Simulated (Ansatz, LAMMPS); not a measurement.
# Site preference of As in place of P in glassy 67P2O5-20BaO-13Al2O3 (mol %) (86 atoms), part 3 of 3

Aim: make As in place of P at several sites of glassy 67P2O5-20BaO-13Al2O3 (mol %) (86 atoms), relax each, and compare their energies.

Ansatz 0.2.0; Kohn-Sham DFT, PBE, PAW (set soft_2), plane waves.

The cell: 20 P, 3 Ba, 4 Al and 59 O. The quench rate of 20 K/ps is orders of magnitude faster than experiment. The network of bonds at the start is that of the classical potential that made the cell. Sampling is at Γ alone, for a cell whose shortest periodic width is 11 Å. No spin–orbit coupling is included.

So far. Step 7 (As on a site of P, site P14): The relaxation converged after 9 steps, 2.17 eV below its start, with a largest force component of 0.049 eV/Å.

### 8. As on a site of P, site P16

The site has 4 bonded neighbours (O4) at 1.56 Å on average. 

Contents of input.yaml:

```yaml
crystal:
  lattice:
    - [10.69823, 0.0, 0.0]
    - [0.0, 10.69823, 0.0]
    - [0.0, 0.0, 10.69823]
  atoms:
    [... atom lines 1 to 12 left out ...]
    - { symbol: P, position: [0.07479, 0.19673, 0.39666] }
    - { symbol: P, position: [0.88437, 0.81951, 0.28834] }
    - { symbol: P, position: [0.72304, 0.1843, 0.05797] }
    - { symbol: As, position: [0.15729, 0.40149, 0.77417], spin: 0.6 }
    - { symbol: P, position: [0.95188, 0.80954, 0.7631] }
    - { symbol: P, position: [0.70337, 0.88227, 0.49234] }
    - { symbol: P, position: [0.11426, 0.36447, 0.03857] }
    [... atom lines 20 to 86 left out ...]
magnetization:
  spin_polarized: true
kpoints:
  mp_grid: { grid: [1, 1, 1] }
hamiltonian:
  xc: pbe
scf:
  occupations: { method: fermi_dirac, width: 0.025 }
  lower_state_search: "off"
output:
  forces: true
  eigenvalues: true
relax:
  f_tol: 0.05
  max_steps: 90
```

Launch:

```console
> ansatz run input.yaml --threads 4 --pin off --max-ram 8192MiB --backend cpu --events-out ev --progress --plain --runs-dir out
```

Numbers of over 12 decimals in the logs are rounded to 6 here.

What it wrote:

```text
[...]
Crystal: 86 atoms, lattice volume = 1224.435 Å³
Basis set: ecut = 420 eV, 23847 PW (Γ), exchange–correlation on 144×144×144 points (8 copies of the dense FFT grid, shifted against one another)
Bands: 341, of which v1, the nominal top of the filled ones, is band 253 counted from 1 (252 counted from 0)
Symmetry: 1 space group operations
[...]
k-points: 1
[...]
Starting moments: Σ|m| = 3 μB on 5 of 86 sites
[...]
SCF iter   1: F=—  HF=-72784.985469 eV  |F-HF|=—  |Δ(HF+E_count)|=         —  Δρ=5.84e-2 (↑5.35e-2 ↓5.84e-2)  dr2=1.64e2  dr2_m=1.59e0  M=0.000 μB ∫|m|=0.380 μB  β_m=0.30  ethr=3.10e-3  ⟨swp⟩=14.0  Hψ=4905  notcnv=0  defer=93
[...]
SCF iter   3: F=—  HF=-72737.094561 eV  |F-HF|=—  |Δ(HF+E_count)|=    1.22e1  Δρ=1.62e-2 (↑1.61e-2 ↓1.62e-2)  dr2=1.04e1  dr2_m=4.21e-1  M=0.000 μB ∫|m|=0.241 μB  β_m=0.30  ethr=3.10e-3  ⟨swp⟩=4.0  Hψ=1835  notcnv=0  defer=168
[...]
SCF iter   7: F=—  HF=-72734.101486 eV  |F-HF|=—  |Δ(HF+E_count)|=   1.74e-2  Δρ=1.78e-3 (↑1.78e-3 ↓1.76e-3)  dr2=7.51e-3  dr2_m=3.33e-2  M=0.000 μB ∫|m|=0.086 μB  β_m=0.30  ethr=1.36e-5  ⟨swp⟩=3.0  Hψ=1028  notcnv=0  defer=166
[...]
SCF iter  12: F=-72734.117626 eV  HF=-72734.117636 eV  |F-HF|=1.03e-5  |Δ(HF+E_count)|=   1.17e-5  Δρ=1.73e-5 (↑1.71e-5 ↓1.73e-5)  dr2=1.55e-5  dr2_m=4.13e-8  M=0.000 μB ∫|m|=0.000 μB  ethr=1.24e-8  ⟨swp⟩=24.5  Hψ=5929  notcnv=0
[...]
SCF 1 converged in 12 iterations: F = -72734.117626 eV  dr2 = 1.55e-5
[...]
relax step   1: F+E_penalty+E_count = -72734.11762553 eV  Δ(F+E_penalty+E_count) = +0.000e0 eV  max|allowed force component| = 1.053e1 eV/Å  Δτ_max = 0.0000 Å  (12 SCF iters, dr2 threshold 6.25e-5 eV, accepted)
[... from here on, the SCF cycles and remarks between the steps are left out ...]
relax step   2: F+E_penalty+E_count = -72735.78997344 eV  Δ(F+E_penalty+E_count) = -1.672e0 eV  max|allowed force component| = 3.217e0 eV/Å  Δτ_max = 0.1302 Å  (6 SCF iters, dr2 threshold 1.00e-4 eV, accepted)
relax step   3: F+E_penalty+E_count = -72736.10455630 eV  Δ(F+E_penalty+E_count) = -3.146e-1 eV  max|allowed force component| = 1.680e0 eV/Å  Δτ_max = 0.1902 Å  (6 SCF iters, dr2 threshold 1.00e-4 eV, accepted)
relax step   4: F+E_penalty+E_count = -72736.26877580 eV  Δ(F+E_penalty+E_count) = -1.642e-1 eV  max|allowed force component| = 4.569e-1 eV/Å  Δτ_max = 0.1896 Å  (6 SCF iters, dr2 threshold 1.00e-4 eV, accepted)
relax step   5: F+E_penalty+E_count = -72736.22151677 eV  Δ(F+E_penalty+E_count) = +4.726e-2 eV  max|allowed force component| = 1.561e0 eV/Å  Δτ_max = 0.1395 Å  (7 SCF iters, dr2 threshold 1.54e-5 eV, rejected (line search))
relax step   6: F+E_penalty+E_count = -72736.31372602 eV  Δ(F+E_penalty+E_count) = -4.495e-2 eV  max|allowed force component| = 1.634e-1 eV/Å  Δτ_max = 0.0526 Å  (9 SCF iters, accepted)
relax step   7: F+E_penalty+E_count = -72736.31842944 eV  Δ(F+E_penalty+E_count) = -4.703e-3 eV  max|allowed force component| = 1.635e-1 eV/Å  Δτ_max = 0.0168 Å  (8 SCF iters, accepted)
relax step   8: F+E_penalty+E_count = -72736.32692226 eV  Δ(F+E_penalty+E_count) = -8.493e-3 eV  max|allowed force component| = 7.820e-2 eV/Å  Δτ_max = 0.0554 Å  (7 SCF iters, dr2 threshold 3.42e-6 eV, accepted)
relax step   9: F+E_penalty+E_count = -72736.33079769 eV  Δ(F+E_penalty+E_count) = -3.875e-3 eV  max|allowed force component| = 6.929e-2 eV/Å  Δτ_max = 0.0320 Å  (9 SCF iters, accepted)
relax step  10: F+E_penalty+E_count = -72736.33675149 eV  Δ(F+E_penalty+E_count) = -5.954e-3 eV  max|allowed force component| = 7.349e-2 eV/Å  Δτ_max = 0.0717 Å  (9 SCF iters, accepted)
relax step  11: F+E_penalty+E_count = -72736.34216873 eV  Δ(F+E_penalty+E_count) = -5.417e-3 eV  max|allowed force component| = 7.658e-2 eV/Å  Δτ_max = 0.0690 Å  (7 SCF iters, dr2 threshold 4.24e-6 eV, accepted)
relax step  12: F+E_penalty+E_count = -72736.35432963 eV  Δ(F+E_penalty+E_count) = -1.216e-2 eV  max|allowed force component| = 3.142e-1 eV/Å  Δτ_max = 0.1315 Å  (8 SCF iters, dr2 threshold 5.86e-6 eV, accepted)
relax step  13: F+E_penalty+E_count = -72736.37331958 eV  Δ(F+E_penalty+E_count) = -1.899e-2 eV  max|allowed force component| = 6.824e-1 eV/Å  Δτ_max = 0.1953 Å  (6 SCF iters, dr2 threshold 9.87e-5 eV, accepted)
relax step  14: F+E_penalty+E_count = -72736.39851637 eV  Δ(F+E_penalty+E_count) = -2.520e-2 eV  max|allowed force component| = 5.369e-1 eV/Å  Δτ_max = 0.0430 Å  (5 SCF iters, dr2 threshold 1.00e-4 eV, accepted)
relax step  15: F+E_penalty+E_count = -72736.42014682 eV  Δ(F+E_penalty+E_count) = -2.163e-2 eV  max|allowed force component| = 3.620e-1 eV/Å  Δτ_max = 0.0410 Å  (5 SCF iters, dr2 threshold 1.00e-4 eV, accepted)
relax step  16: F+E_penalty+E_count = -72736.43436928 eV  Δ(F+E_penalty+E_count) = -1.422e-2 eV  max|allowed force component| = 1.235e-1 eV/Å  Δτ_max = 0.0275 Å  (5 SCF iters, dr2 threshold 5.96e-5 eV, accepted)
relax step  17: F+E_penalty+E_count = -72736.33712512 eV  Δ(F+E_penalty+E_count) = +9.724e-2 eV  max|allowed force component| = 4.378e-1 eV/Å  Δτ_max = 0.1593 Å  (11 SCF iters, rejected (line search))
relax step  18: F+E_penalty+E_count = -72736.44450282 eV  Δ(F+E_penalty+E_count) = -1.013e-2 eV  max|allowed force component| = 9.366e-2 eV/Å  Δτ_max = 0.0372 Å  (10 SCF iters, accepted)
relax step  19: F+E_penalty+E_count = -72736.43373322 eV  Δ(F+E_penalty+E_count) = +1.077e-2 eV  max|allowed force component| = 1.672e-1 eV/Å  Δτ_max = 0.0878 Å  (9 SCF iters, rejected (line search))
relax step  20: F+E_penalty+E_count = -72736.44907486 eV  Δ(F+E_penalty+E_count) = -4.572e-3 eV  max|allowed force component| = 4.206e-2 eV/Å  Δτ_max = 0.0427 Å  (9 SCF iters, accepted)
SCF converged after 9 iterations
Magnetization: 0.0000 μB (253.0000 up, 253.0000 down)
Absolute magnetization: 0.0000 μB (∫|ρ↑−ρ↓|, with the PAW one-centre terms)
[...]
Per-site moments (μB) at R_I (Å): [(-1.29093232950587e-9, 0.612174), (5.701035265277698e-9, 0.614039), (2.452120836549728e-9, 0.619786), (-6.2486000883168565e-9, 0.617402), (-6.347539132899153e-9, 0.605057), [...]
Free energy (F): -72736.449075 eV
[...]
Internal energy: -72736.449075 eV  (E = F + TS)
E sigma→0 (E₀):  -72736.449075 eV
Fermi energy:    4.747272 eV
[...]
Σ components = -72736.449075   (vs F -72736.449075, Δ=0.00e0)
--- Forces (eV/Å), atoms counted from 1 ---
  atom   1  P     -0.03332977     0.00332221    -0.01499730
  atom   2  P      0.03501437    -0.01993520    -0.00616292
  atom   3  P      0.02063905     0.00427373    -0.01369218
  atom   4  P      0.00162552     0.01199863    -0.00179988
[...]
atom  86  O     -0.00472628    -0.00120516    -0.00561059
  max |Σ_I F_I| component: 1.55e-4 eV/Å
--- Band table (eV) ---
[...]
--- Relaxed structure (20 steps of the walk, 17 accepted, 0 SCFs on fresh bases) ---
  F+E_penalty+E_count = -72736.44907486 eV   max|allowed force component| = 4.206e-2 eV/Å
  atoms:
    - { symbol: P, position: [0.436980, 0.943238, 0.455665] }
    - { symbol: P, position: [0.373834, 0.740265, 0.653351] }
    - { symbol: P, position: [0.307712, 0.937187, 0.032481] }
    - { symbol: P, position: [0.544846, 0.533336, 0.261517] }
[...]
- { symbol: O, position: [0.836023, 0.189233, 0.159363] }
```

Elapsed: 4 min, on 4 threads of Intel Xeon 6975P-C (Granite Rapids), shared host; peak memory 2.6 GiB; 15 min of CPU time.

The relaxation converged after 20 steps, 2.33 eV below its start, with a largest force component of 0.042 eV/Å.

### 9. As on a site of P, site P2

The site has 4 bonded neighbours (O4) at 1.58 Å on average. 

input.yaml, the sections that differ from step 8:

```yaml
crystal:
  lattice:
    - [10.69823, 0.0, 0.0]
    - [0.0, 10.69823, 0.0]
    - [0.0, 0.0, 10.69823]
  atoms:
    - { symbol: P, position: [0.43861, 0.94305, 0.45341] }
    - { symbol: As, position: [0.36913, 0.74631, 0.65206], spin: 0.6 }
    - { symbol: P, position: [0.30747, 0.9528, 0.02414] }
    - { symbol: P, position: [0.54516, 0.53462, 0.26122] }
    - { symbol: P, position: [0.33905, 0.21055, 0.11274] }
    [... atom lines 6 to 86 left out ...]
# magnetization, kpoints, hamiltonian, scf, output, relax: as in step 8
```

What it wrote:

```text
[...]
Crystal: 86 atoms, lattice volume = 1224.435 Å³
Basis set: ecut = 420 eV, 23847 PW (Γ), exchange–correlation on 144×144×144 points (8 copies of the dense FFT grid, shifted against one another)
Bands: 341, of which v1, the nominal top of the filled ones, is band 253 counted from 1 (252 counted from 0)
Symmetry: 1 space group operations
[...]
k-points: 1
[...]
Starting moments: Σ|m| = 3 μB on 5 of 86 sites
[...]
SCF iter   1: F=—  HF=-72787.063983 eV  |F-HF|=—  |Δ(HF+E_count)|=         —  Δρ=5.85e-2 (↑5.33e-2 ↓5.85e-2)  dr2=1.69e2  dr2_m=1.59e0  M=0.000 μB ∫|m|=0.377 μB  β_m=0.30  ethr=3.10e-3  ⟨swp⟩=16.5  Hψ=5095  notcnv=0  defer=84
[...]
SCF iter   3: F=—  HF=-72737.572557 eV  |F-HF|=—  |Δ(HF+E_count)|=    1.31e1  Δρ=1.63e-2 (↑1.61e-2 ↓1.63e-2)  dr2=1.13e1  dr2_m=4.19e-1  M=0.000 μB ∫|m|=0.249 μB  β_m=0.30  ethr=3.10e-3  ⟨swp⟩=13.0  Hψ=1110  notcnv=0  defer=160
[...]
SCF iter   7: F=—  HF=-72734.163530 eV  |F-HF|=—  |Δ(HF+E_count)|=   1.50e-2  Δρ=1.82e-3 (↑1.82e-3 ↓1.74e-3)  dr2=9.77e-3  dr2_m=3.31e-2  M=0.000 μB ∫|m|=0.090 μB  β_m=0.30  ethr=1.42e-5  ⟨swp⟩=4.0  Hψ=1054  notcnv=0  defer=164
[...]
SCF iter  12: F=-72734.179033 eV  HF=-72734.179046 eV  |F-HF|=1.31e-5  |Δ(HF+E_count)|=   1.57e-5  Δρ=2.00e-5 (↑2.00e-5 ↓1.95e-5)  dr2=1.89e-5  dr2_m=1.50e-7  M=0.000 μB ∫|m|=0.000 μB  ethr=1.24e-8  ⟨swp⟩=23.0  Hψ=6611  notcnv=0
[...]
SCF 1 converged in 12 iterations: F = -72734.179033 eV  dr2 = 1.89e-5
[...]
relax step   1: F+E_penalty+E_count = -72734.17903324 eV  Δ(F+E_penalty+E_count) = +0.000e0 eV  max|allowed force component| = 1.019e1 eV/Å  Δτ_max = 0.0000 Å  (12 SCF iters, dr2 threshold 6.25e-5 eV, accepted)
[... from here on, the SCF cycles and remarks between the steps are left out ...]
relax step   2: F+E_penalty+E_count = -72735.83878230 eV  Δ(F+E_penalty+E_count) = -1.660e0 eV  max|allowed force component| = 3.213e0 eV/Å  Δτ_max = 0.1523 Å  (6 SCF iters, dr2 threshold 1.00e-4 eV, accepted)
relax step   3: F+E_penalty+E_count = -72736.20125692 eV  Δ(F+E_penalty+E_count) = -3.625e-1 eV  max|allowed force component| = 9.154e-1 eV/Å  Δτ_max = 0.1948 Å  (7 SCF iters, dr2 threshold 1.00e-4 eV, accepted)
relax step   4: F+E_penalty+E_count = -72736.03216754 eV  Δ(F+E_penalty+E_count) = +1.691e-1 eV  max|allowed force component| = 1.814e0 eV/Å  Δτ_max = 0.2000 Å  (7 SCF iters, dr2 threshold 6.80e-5 eV, rejected (line search))
relax step   5: F+E_penalty+E_count = -72736.34127547 eV  Δ(F+E_penalty+E_count) = -1.400e-1 eV  max|allowed force component| = 3.438e-1 eV/Å  Δτ_max = 0.0957 Å  (11 SCF iters, accepted)
relax step   6: F+E_penalty+E_count = -72736.37665636 eV  Δ(F+E_penalty+E_count) = -3.538e-2 eV  max|allowed force component| = 3.073e-1 eV/Å  Δτ_max = 0.1000 Å  (7 SCF iters, dr2 threshold 9.60e-6 eV, accepted)
relax step   7: F+E_penalty+E_count = -72736.39669859 eV  Δ(F+E_penalty+E_count) = -2.004e-2 eV  max|allowed force component| = 1.585e-1 eV/Å  Δτ_max = 0.0913 Å  (7 SCF iters, dr2 threshold 1.33e-5 eV, accepted)
relax step   8: F+E_penalty+E_count = -72736.40433333 eV  Δ(F+E_penalty+E_count) = -7.635e-3 eV  max|allowed force component| = 1.278e-1 eV/Å  Δτ_max = 0.0378 Å  (6 SCF iters, dr2 threshold 6.68e-6 eV, accepted)
relax step   9: F+E_penalty+E_count = -72736.40880612 eV  Δ(F+E_penalty+E_count) = -4.473e-3 eV  max|allowed force component| = 6.571e-2 eV/Å  Δτ_max = 0.0213 Å  (6 SCF iters, dr2 threshold 4.34e-6 eV, accepted)
relax step  10: F+E_penalty+E_count = -72736.39824440 eV  Δ(F+E_penalty+E_count) = +1.056e-2 eV  max|allowed force component| = 2.245e-1 eV/Å  Δτ_max = 0.1228 Å  (10 SCF iters, rejected (line search))
relax step  11: F+E_penalty+E_count = -72736.41546447 eV  Δ(F+E_penalty+E_count) = -6.658e-3 eV  max|allowed force component| = 7.712e-2 eV/Å  Δτ_max = 0.0574 Å  (9 SCF iters, accepted)
relax step  12: F+E_penalty+E_count = -72736.41560830 eV  Δ(F+E_penalty+E_count) = -1.438e-4 eV  max|allowed force component| = 1.452e-1 eV/Å  Δτ_max = 0.0275 Å  (9 SCF iters, accepted)
relax step  13: F+E_penalty+E_count = -72736.41833447 eV  Δ(F+E_penalty+E_count) = -2.726e-3 eV  max|allowed force component| = 2.753e-2 eV/Å  Δτ_max = 0.0165 Å  (5 SCF iters, dr2 threshold 2.11e-5 eV, accepted)
relax step  14: F+E_penalty+E_count = -72736.41833743 eV  Δ(F+E_penalty+E_count) = -2.959e-6 eV  max|allowed force component| = 2.756e-2 eV/Å  Δτ_max = 0.0000 Å  (4 SCF iters, accepted)
SCF converged after 4 iterations
Magnetization: 0.0000 μB (253.0000 up, 253.0000 down)
Absolute magnetization: 0.0000 μB (∫|ρ↑−ρ↓|, with the PAW one-centre terms)
[...]
Per-site moments (μB) at R_I (Å): [(-1.1941979110094013e-8, 0.613702), (3.5043033153716915e-9, 0.675161), (-2.141031030294216e-9, 0.619978), (9.095298267490338e-10, 0.617659), (6.987303772017422e-10, 0.606492), [...]
Free energy (F): -72736.418337 eV
[...]
Internal energy: -72736.418337 eV  (E = F + TS)
E sigma→0 (E₀):  -72736.418337 eV
Fermi energy:    5.032474 eV
[...]
Σ components = -72736.418337   (vs F -72736.418337, Δ=0.00e0)
--- Forces (eV/Å), atoms counted from 1 ---
  atom   1  P     -0.00664020    -0.02472227    -0.01045198
  atom   2  As    -0.01391177    -0.01904484     0.01018449
  atom   3  P      0.00395100    -0.00050229    -0.01073114
  atom   4  P      0.00060480     0.00457112     0.00612566
[...]
atom  86  O      0.00318407     0.00182713     0.00188465
  max |Σ_I F_I| component: 1.51e-4 eV/Å
--- Band table (eV) ---
[...]
--- Relaxed structure (14 steps of the walk, 12 accepted, 0 SCFs on fresh bases) ---
  F+E_penalty+E_count = -72736.41833743 eV   max|allowed force component| = 2.756e-2 eV/Å
  atoms:
    - { symbol: P, position: [0.440531, 0.950322, 0.466494] }
    - { symbol: As, position: [0.381592, 0.744278, 0.667793] }
    - { symbol: P, position: [0.306177, 0.948598, 0.028398] }
    - { symbol: P, position: [0.543963, 0.542406, 0.257702] }
[...]
- { symbol: O, position: [0.834152, 0.183376, 0.160740] }
```

Run time: 2.8 min. Hardware: 4 threads; peak memory 2.6 GiB.

The relaxation converged after 14 steps, 2.24 eV below its start, with a largest force component of 0.028 eV/Å.

A closer look about the As atom, after relaxation: 14 atoms, nearest first, numbered in the order of the input, with positions taken from that point.

```
atom      x      y      z  distance (Å)  bonds
 As2   0.00   0.00   0.00          0.00      4
 O54   1.00  -0.29   1.27          1.64      2
 O32  -1.58   0.42  -0.12          1.64      2
 O83   0.68   1.60  -0.67          1.87      3
 O68   0.13  -1.51  -1.13          1.89      2
  P7  -0.03  -2.95  -0.49          2.99      4
 O59  -1.47  -2.72   0.30          3.11      2
  P1   0.63   2.20  -2.15          3.15      4
 O57  -1.51  -0.77   2.87          3.33      1
 O64   3.20   0.57  -0.75          3.33      1
 O53  -0.40   1.54  -3.00          3.40      2
 O60   0.94  -3.20   0.64          3.40      2
 O36  -0.55   2.43   2.39          3.45      3
Ba23  -1.62   3.15   0.23          3.55      7
```

The column of bonds counts only the pairs O-P within 2.08 Å, O-Al within 2.33 Å, O-Ba within 3.29 Å, O-As within 2.04 Å; other neighbours, such as metal atoms beside each other in a compound, aren't counted, and periodic images can show an atom twice.

The largest move is 0.40 Å, by O83.

### 10. As on a site of P, site P7

The site has 4 bonded neighbours (O4) at 1.57 Å on average. 

Input and log are left out; they have the form of those shown for this kind of step.

It took 3 min on 4 threads of Intel Xeon 6975P-C (Granite Rapids), shared host; peak memory 2.6 GiB.

The relaxation converged after 15 steps, 2.34 eV below its start, with a largest force component of 0.044 eV/Å.

### 11. The sites compared

All these cells hold the same atoms, so their energies can be compared with no chemical potential.

```
site  neighbours  mean distance (Å)  atoms within 6 Å  energy over the best site (eV)  before relaxation (eV)  gain on relaxing (eV)
  P7          O4               1.57                61                            0.00                    0.00                   2.34
 P16          O4               1.56                60                            0.22                    0.21                   2.33
  P2          O4               1.58                54                            0.25                    0.14                   2.24
 P11          O4               1.56                70                            0.39                    0.22                   2.17
 P14          O4               1.57                62                            0.41                    0.23                   2.17
  P9          O4               1.55                60                            0.86                    0.74                   2.22
```

Neighbours are those of the relaxed host within 2.08 Å (O-P); other pairs aren't counted.

### 12. Outcome

The cheapest site is P7 (4 neighbours, O4); the dearest, P9 (4 neighbours, O4), costs 0.86 eV more. Over 6 sites the energy shows no clear trend with the mean distance to neighbours. Relaxation gains 2.2 to 2.3 eV and leaves the best site the same.

**Limits.** Defects are neutral and interact with their images. The reference ran with fermi-dirac smearing of 0.025 eV, but 6 of the 6 defect cells with fermi-dirac smearing of 0.025 eV, spin polarised. In a disordered cell the relaxation can also rearrange atoms far from the site. In the spin-polarised runs the search for a state of lower energy was switched off. Only 6 of the 20 P sites were tried; unless symmetry makes the others alike to these, a cheaper one may exist. The stress is far from hydrostatic: its diagonal is 1.2, -1.8, -0.3 GPa, compression counted positive.

The DFT runs together took 19 min of wall time.

[Logs are printed without paths, hosts, clocks, repeated set-up lines and the standing remarks that a program may print on its own settings, such as how far it seeks lower states.]

[Hosts, paths, dates, database ids (printed as entryN), source tags and the programs' standing remarks are cut or masked in the printed files.]
